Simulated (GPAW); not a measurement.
A computed O K-edge spectrum of one site in a crystal of O, Sr and Ti, with its zero at a photon energy of about 525.8 eV (raw 534.6 eV, less 8.8 eV of added terms; LDA puts this hole about 4 eV below PBE, itself good to a few eV). Method: GPAW, LDA, excited-electron core hole (neutral cell) in a small cell, dipole transitions, broadening that rises with energy.

Energy from the lowest empty level; intensity scaled to a mean of 1 over the first 20 eV:

```
E (eV)  intensity
  -2.0       0.00
  -1.0       0.00
   0.0       0.44
   1.0       1.41
   2.0       1.26
   3.0       1.44
   4.0       1.61
   5.0       1.60
   6.0       0.83
   7.0       0.59
   8.0       0.79
   9.0       0.75
  10.0       0.93
  11.0       1.55
  12.0       1.63
  13.0       0.93
  14.0       0.44
  15.0       0.35
  16.0       0.50
  17.0       0.75
  18.0       0.93
  19.0       0.97
  20.0       0.86
  21.0       0.70
  22.0       0.59
  23.0       0.54
  24.0       0.53
  25.0       0.56
  26.0       0.62
  27.0       0.70
  28.0       0.77
  29.0       0.82
  30.0       0.87
  31.0       0.94
  32.0       1.04
```

Question: What surroundings does the absorber have?

A K edge sees empty p states; the first features are O p mixed into the empty d states of the Ti neighbours, and the broad ones above probably into the cations' higher empty bands. It is atom 5 of Sr2Ti2O5 (Cmmm), with 2 Ti at 1.95 Å (linear, site symmetry mmm). Its main maxima below 24 eV lie at 0.8 eV (1.48), 2.6 eV (1.48), 4.6 eV (1.67), 8.2 eV (0.80), 11.6 eV (1.73) and 18.8 eV (0.97). A near-edge spectrum doesn't fix the structure by itself; it is matched against candidates. The unit cell's mesh shows no gap over 0.35 eV. That is right for a metallic compound; for a small-gap or correlated insulator it would be the fault of the functional or of the assumed magnetic order, and the hole would be screened too well. The crystal has 3 inequivalent O sites and not all are shown here, while a measurement adds them all. The mesh is coarse (0.28 Å⁻¹ between points), so small maxima may be mesh ripples. The structure is a computed Materials Project entry and may be a hypothetical form.

[Banner, clock and machine lines of the logs are left out without a mark of their own.]

[Logs are printed without paths, hosts, clocks, repeated set-up lines and the standing remarks that a program may print on its own settings, such as how far it seeks lower states.]

[Hosts, paths, dates, database ids (printed as entryN), source tags and the programs' standing remarks are cut or masked in the printed files.]

[Lists of maxima count a maximum above −3 eV only where it reaches 4 % of the highest in the window and stands out from its surroundings by 2 % of it (1.5 % where it reaches 55 %); shoulders and weaker maxima are passed over, and of the rest the first, up to two pre-edge ones and the few strongest are named.]
